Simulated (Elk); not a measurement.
**MnAu: spin-spiral energies**

Spirals of any wavevector fit in the chemical cell when spin–orbit coupling is left out. What does E(q) of MnAu say of its order and magnons?

Program: Elk 11.2.3 (patched build). Level of theory: LDA (Perdew-Wang); all-electron APW+lo, Dirac cores, scalar-relativistic bands. Results are calculated unless marked as measured.

## (1) Set-up

Symmetry: Pm-3m, No. 221, cubic system. The conventional cell has a = 3.208 Å, b = 3.208 Å, c = 3.208 Å, α = 90.00°, β = 90.00°, γ = 90.00°. Mn has 8 Au at 2.78 Å nearest. Nearest to Au lie 8 Mn at 2.78 Å. Farther neighbours are not listed.

Structure file:

```cif
data_structure
_symmetry_space_group_name_H-M 'Pm-3m'
_symmetry_Int_Tables_number 221
_cell_length_a 3.2078
_cell_length_b 3.2078
_cell_length_c 3.2078
_cell_angle_alpha 90.000
_cell_angle_beta 90.000
_cell_angle_gamma 90.000
_cell_volume 33.01
loop_
_atom_site_label
_atom_site_type_symbol
_atom_site_symmetry_multiplicity
_atom_site_Wyckoff_symbol
_atom_site_fract_x
_atom_site_fract_y
_atom_site_fract_z
_atom_site_occupancy
Mn1 Mn 1 b 0.50000 0.50000 0.50000 1
Au1 Au 1 a 0.00000 0.00000 0.00000 1
```

The cell comes from a database of computed structures and need not be the stable phase.

## (2) Reference state

The energies of all spirals count from this run, made with the same spinor basis and mesh so that errors cancel.

The moments start as ferro +, in the xy plane (a flat spiral, cone angle 90°).

Moments are seeded by fields in the spheres (the last three columns under atoms), set against the wanted direction and reduced each loop.

The input, elk.in:

```
tasks
  0
  33
  73

xctype
  3

rgkmax
  7.0

nempty
  14

swidth
  0.005

reducebf
  0.5

epsengy
  1e-06

maxscl
  100

lmaxi
  2

spinsprl
  .true.

spinpol
  .true.

vqlss
  0.000000 0.000000 0.000000

sppath
  './'

avec
  6.06178422636 0.00000000000 0.00000000000
  0.00000000000 6.06178422636 0.00000000000
  0.00000000000 0.00000000000 6.06178422636

atoms
  2
  'Mn.in'
  1
  0.5000000000 0.5000000000 0.5000000000   -0.105000 0.000000 0.000000
  'Au.in'
  1
  0.0000000000 0.0000000000 0.0000000000   0.000000 0.000000 0.000000

ngridk
  8 8 8

plot3d
  0 0 0
  1 0 0
  0 1 0
  0 0 1
  17 17 17
```

Run with:

```bash
OMP_NUM_THREADS=2 elk
```

Numbers of over 12 decimals in the logs are rounded to 6 here.

Output:

```text
┌─────────────────────────┐
│ Elk code version 11.2.3 │
└─────────────────────────┘

All units are atomic (Hartree, Bohr, etc.)

┌─────────────────────────────────────────────────┐
│ Ground-state run starting from atomic densities │
└─────────────────────────────────────────────────┘

Lattice vectors :
   6.061784226       0.000000000       0.000000000
   0.000000000       6.061784226       0.000000000
   0.000000000       0.000000000       6.061784226

Reciprocal lattice vectors :
   1.036524078       0.000000000       0.000000000
   0.000000000       1.036524078       0.000000000
   0.000000000       0.000000000       1.036524078

Unit cell volume      :    222.7416435
Brillouin zone volume :    1.113622983

Muffin-tin inner radius fraction :   0.1000000000E-01

Nuclei treated as point charges

Species : 1 (Mn)
 parameters loaded from : Mn.in
 name : manganese
 nuclear charge    :   -25.00000000
 electronic charge :    25.00000000
 atomic mass :    100145.9370
 muffin-tin radius :    2.399842676
 number of radial points in muffin-tin :    497
 inner part over the whole radius :   0.9798535987E-02
 number on inner part of muffin-tin    :    350
 approximate nuclear radius :   0.7074591925E-04
 number of mesh points to nuclear radius :    165
 atomic positions (lattice), magnetic fields (Cartesian) :
  1 :   0.00000000  0.00000000  0.00000000   -0.10500000  0.00000000  0.00000000

Species : 2 (Au)
 parameters loaded from : Au.in
 name : gold
 nuclear charge    :   -79.00000000
 electronic charge :    79.00000000
 atomic mass :    359048.0562
 muffin-tin radius :    2.799816456
 number of radial points in muffin-tin :    697
 inner part over the whole radius :   0.9813267011E-02
 number on inner part of muffin-tin    :    500
 approximate nuclear radius :   0.1033733540E-03
 number of mesh points to nuclear radius :    262
 atomic positions (lattice), magnetic fields (Cartesian) :
  1 :   0.50000000  0.50000000  0.50000000    0.00000000  0.00000000  0.00000000

Total number of atoms per unit cell :    2
Total muffin-tin volume :    149.8286900
 ratio of muffin-tin to unit cell volume :   0.6726568398

Spin treatment :
 spin-polarised
 global magnetic field (Cartesian) :    0.000000000       0.000000000       0.000000000
 non-collinear magnetisation
 spin-spiral state assumed
  q-vector (lattice)   :    0.000000000       0.000000000       0.000000000
  q-vector (Cartesian) :    0.000000000       0.000000000       0.000000000
  q-vector length      :    0.000000000

Number of Bravais lattice symmetries :   48
Number of crystal symmetries         :   48
Crystal has inversion symmetry
Real symmetric eigensolver will be used

k-point grid :      8     8     8
k-point offset :    0.000000000       0.000000000       0.000000000
k-point set is reduced with full crystal symmetry group
Total number of k-points :       35

Muffin-tin radius times maximum |G+k| :    7.000000000
 using average radius
Maximum |G+k| for APW functions       :    2.692484189
Maximum (1/2)|G+k|²                   :    3.624735553
Maximum |G| for potential and density :    12.00000000
Constant for pseudocharge density :    8
 order of it for each species :   15  15
 order of it for pair densities of each species (exact exchange by exxq0 0: 15) :    8  11
Radial integration step length :    1

G-vector grid sizes :     24    24    24
Number of G-vectors :     6619

Maximum angular momentum used for
 APW functions            :    8
 outer part of muffin-tin :    6
 inner part of muffin-tin :    2

Total nuclear charge    :   -104.0000000
Total core charge       :    58.00000000
Total valence charge    :    46.00000000
Total excess charge     :    0.000000000
Total electronic charge :    104.0000000

Effective Wigner radius, rₛ :   0.7996375080

Number of empty states         :     28
Total number of valence states :    104
Total number of core states    :     58

Third-order local-orbitals added for an l without core states : T
Total number of local-orbitals :     61

Exchange-correlation functional :      3     0     0
 Perdew-Wang/Ceperley-Alder, Phys. Rev. B 45, 13244 (1992)
 gradient requirement :    0
 local density approximation (LDA)

Smearing type :    3
 Fermi-Dirac
Smearing width :   0.5000000000E-02
Effective electronic temperature (K) :    1578.875124

Mixing type :    3
 Broyden mixing, J. Phys. A: Math. Gen. 17, L317 (1984)

Kohn-Sham potential initialised from atomic data

┌──────────────────────────────┐
│ Self-consistent loop started │
└──────────────────────────────┘

┌─────────────────┐
│ Loop number : 1 │
└─────────────────┘

Energies :
 Fermi                       :     0.106171
 sum of occupied eigenvalues :     -12391.997469919
 electron kinetic            :      23027.651278559
 core electron kinetic       :      22033.342002790
 Coulomb                     :     -42816.371121036
 Coulomb potential           :     -34915.050452994
 nuclear-nuclear             :     -1868.1406929685
 electron-nuclear            :     -47028.015048971
 Hartree                     :      6079.7846209034
 Madelung                    :     -25358.845894539
 xc potential                :     -504.46646665881
 xc effective B-field        :    -0.143242
 external B-field            :      0.000000
 exchange                    :     -394.23647318822
 correlation                 :     -10.376788640769
 electron entropic           :    -0.84611372401538E-02
 total energy                :     -20193.341565443
 (external B-field energy excluded from total)

Density of states at Fermi energy :    105.1889541
 (states/Hartree/unit cell)

Estimated indirect band gap :   0.8310380728E-03
 from k-point 18 to k-point 22
Estimated direct band gap   :   0.2370617841E-02
 at k-point 17

Charges :
 core                        :    58.00000000
 valence                     :    46.00000000
 interstitial                :    2.089393105
 muffin-tins (core leakage)
  species : 1 (Mn)
   atom 1                    :    24.69679318     ( -0.3595670488E-05)
  species : 2 (Au)
   atom 1                    :    77.21381371     (  0.1063272801E-03)
 total in muffin-tins        :    101.9106069
 total calculated charge     :    103.9994707
 total charge                :    104.0000000
 error                       :   0.5292785407E-03

Moments :
 interstitial                :   0.3596897492E-01 -0.3824225370E-11  0.6410776284E-10
 muffin-tins
  species : 1 (Mn)
   atom 1                    :    2.856505583     -0.4231039828E-10  0.8152945029E-10
  species : 2 (Au)
   atom 1                    :   0.3601157187     -0.1173070619E-10 -0.1252307406E-08
 total in muffin-tins        :    3.216621302     -0.5404110447E-10 -0.1170777956E-08
 total moment                :    3.252590277     -0.5786532984E-10 -0.1106670193E-08

┌─────────────────┐
│ Loop number : 2 │
└─────────────────┘

Energies :
 Fermi                       :     0.108988
 sum of occupied eigenvalues :     -12392.283003579
 electron kinetic            :      23028.040883830
 core electron kinetic       :      22033.227773323
 Coulomb                     :     -42817.189222171
 Coulomb potential           :     -34912.528857646
 nuclear-nuclear             :     -1868.1406929685
 electron-nuclear            :     -47032.235002284
 Hartree                     :      6083.1864730818
 Madelung                    :     -25360.924793348
 xc potential                :     -507.65764941488
 xc effective B-field        :    -0.152317
 external B-field            :      0.000000
 exchange                    :     -394.24403726893
 correlation                 :     -10.375712883633
 electron entropic           :    -0.79819032178350E-02
 total energy                :     -20193.776070397
 (external B-field energy excluded from total)

Density of states at Fermi energy :    99.43568228
 (states/Hartree/unit cell)

Estimated indirect band gap :   0.6098939608E-03
 from k-point 28 to k-point 29
Estimated direct band gap   :   0.3311370912E-02
 at k-point 29

Charges :
 core                        :    58.00000000
 valence                     :    46.00000000
 interstitial                :    2.082306196
 muffin-tins (core leakage)
  species : 1 (Mn)
   atom 1                    :    24.56019779     ( -0.3595670755E-05)
  species : 2 (Au)
   atom 1                    :    77.35749601     (  0.1055972332E-03)
 total in muffin-tins        :    101.9176938
 total calculated charge     :    103.9994889
 total charge                :    104.0000000
 error                       :   0.5110672895E-03

Moments :
 interstitial                :   0.4389240946E-01 -0.3548917597E-07  0.2475945949E-08
 muffin-tins
  species : 1 (Mn)
   atom 1                    :    2.950496442     -0.2578213711E-06 -0.7678229370E-08
  species : 2 (Au)
   atom 1                    :   0.3298304979      0.7493517074E-07  0.1619858849E-07
 total in muffin-tins        :    3.280326940     -0.1828862003E-06  0.8520359116E-08
 total moment                :    3.324219349     -0.2183753763E-06  0.1099630506E-07

RMS change in Kohn-Sham potential (target) :   0.3474017813     (  0.1000000000E-05)
Absolute change in total energy (target)   :   0.4345049541     (  0.1000000000E-05)

[... loops 3 to 22 left out ...]

┌──────────────────┐
│ Loop number : 23 │
└──────────────────┘

Energies :
 Fermi                       :     0.262764
 sum of occupied eigenvalues :     -12386.780763218
 electron kinetic            :      23039.645843880
 core electron kinetic       :      22034.929375791
 Coulomb                     :     -42828.497071585
 Coulomb potential           :     -34888.874341927
 nuclear-nuclear             :     -1868.1406929685
 electron-nuclear            :     -47078.924877757
 Hartree                     :      6118.5684991403
 Madelung                    :     -25384.059900622
 xc potential                :     -537.30423823524
 xc effective B-field        :    -0.248027
 external B-field            :      0.000000
 exchange                    :     -394.68157206494
 correlation                 :     -10.374851029022
 electron entropic           :    -0.32721187323711E-02
 total energy                :     -20193.910922918
 (external B-field energy excluded from total)

Density of states at Fermi energy :    38.41982099
 (states/Hartree/unit cell)

Estimated indirect band gap :   0.1627392719E-02
 from k-point 24 to k-point 23
Estimated direct band gap   :   0.3139254469E-02
 at k-point 24

Charges :
 core                        :    58.00000000
 valence                     :    46.00000000
 interstitial                :    1.932392992
 muffin-tins (core leakage)
  species : 1 (Mn)
   atom 1                    :    23.63924683     ( -0.3595670792E-05)
  species : 2 (Au)
   atom 1                    :    78.42836018     (  0.9257934856E-04)
 total in muffin-tins        :    102.0676070
 total calculated charge     :    103.9996051
 total charge                :    104.0000000
 error                       :   0.3949141905E-03

Moments :
 interstitial                :   0.1174803203     -0.1012427707E-04  0.3839201297E-06
 muffin-tins
  species : 1 (Mn)
   atom 1                    :    3.770940498     -0.4155409010E-03  0.1009117960E-05
  species : 2 (Au)
   atom 1                    :   0.8034287845E-01 -0.1590000181E-04  0.1963860569E-05
 total in muffin-tins        :    3.851283377     -0.4314409028E-03  0.2972978528E-05
 total moment                :    3.968763697     -0.4415651799E-03  0.3356898658E-05

RMS change in Kohn-Sham potential (target) :   0.1142100609E-06 (  0.1000000000E-05)
Absolute change in total energy (target)   :   0.1172229531E-06 (  0.1000000000E-05)

Convergence targets achieved

┌──────────────────┐
│ Loop number : 24 │
└──────────────────┘

Energies :
 Fermi                       :     0.262764
 sum of occupied eigenvalues :     -12386.780763281
 electron kinetic            :      23039.645843837
 core electron kinetic       :      22034.929375743
 Coulomb                     :     -42828.497071542
 Coulomb potential           :     -34888.874342035
 nuclear-nuclear             :     -1868.1406929685
 electron-nuclear            :     -47078.924877572
 Hartree                     :      6118.5684989978
 Madelung                    :     -25384.059900525
 xc potential                :     -537.30423816038
 xc effective B-field        :    -0.248027
 external B-field            :      0.000000
 exchange                    :     -394.68157206798
 correlation                 :     -10.374851029748
 electron entropic           :    -0.32721187457570E-02
 total energy                :     -20193.910922922
 (external B-field energy excluded from total)

Density of states at Fermi energy :    38.41982074
 (states/Hartree/unit cell)

Estimated indirect band gap :   0.1627394354E-02
 from k-point 24 to k-point 23
Estimated direct band gap   :   0.3139252725E-02
 at k-point 24

Charges :
 core                        :    58.00000000
 valence                     :    46.00000000
 interstitial                :    1.932392990
 muffin-tins (core leakage)
  species : 1 (Mn)
   atom 1                    :    23.63924684     ( -0.3595670750E-05)
  species : 2 (Au)
   atom 1                    :    78.42836017     (  0.9257934918E-04)
 total in muffin-tins        :    102.0676070
 total calculated charge     :    103.9996051
 total charge                :    104.0000000
 error                       :   0.3949141981E-03

Moments :
 interstitial                :   0.1174802974     -0.1061982109E-04  0.3857468329E-06
 muffin-tins
  species : 1 (Mn)
   atom 1                    :    3.770940461     -0.4314476187E-03  0.1068544223E-05
  species : 2 (Au)
   atom 1                    :   0.8034287998E-01 -0.1623886438E-04  0.1963978169E-05
 total in muffin-tins        :    3.851283341     -0.4476864831E-03  0.3032522392E-05
 total moment                :    3.968763638     -0.4583063042E-03  0.3418269225E-05

┌──────────────────────────────┐
│ Self-consistent loop stopped │
└──────────────────────────────┘

Wrote STATE.OUT
```

The job ended after 2.6 min (2 threads of Intel Xeon 6975P-C (Granite Rapids), shared host; peak memory 0.15 GiB; 5 min of CPU time).

Read from the output:

* density of states at the Fermi level: 1.412 states/eV/cell
* moment between the spheres: 0.1175, 0, 0 μB
* magnetization: 3.969, 0, 0 μB
* final state: ferromagnetic
* largest moment: 3.771 μB

After 24 cycles the largest moment stands at 3.77 μB.

[end of part 1 of 2]

[Logs and program files are shortened in this print: banners, set-up blocks, solver, clock and traceback lines can be left out without a mark of their own.]

[Logs are printed without paths, hosts, clocks, repeated set-up lines and the standing remarks that a program may print on its own settings, such as how far it seeks lower states.]

[Hosts, paths, dates, database ids (printed as entryN), source tags and the programs' standing remarks are cut or masked in the printed files.]

[Where a cell is said to come from a database of computed structures, the database is the Materials Project.]
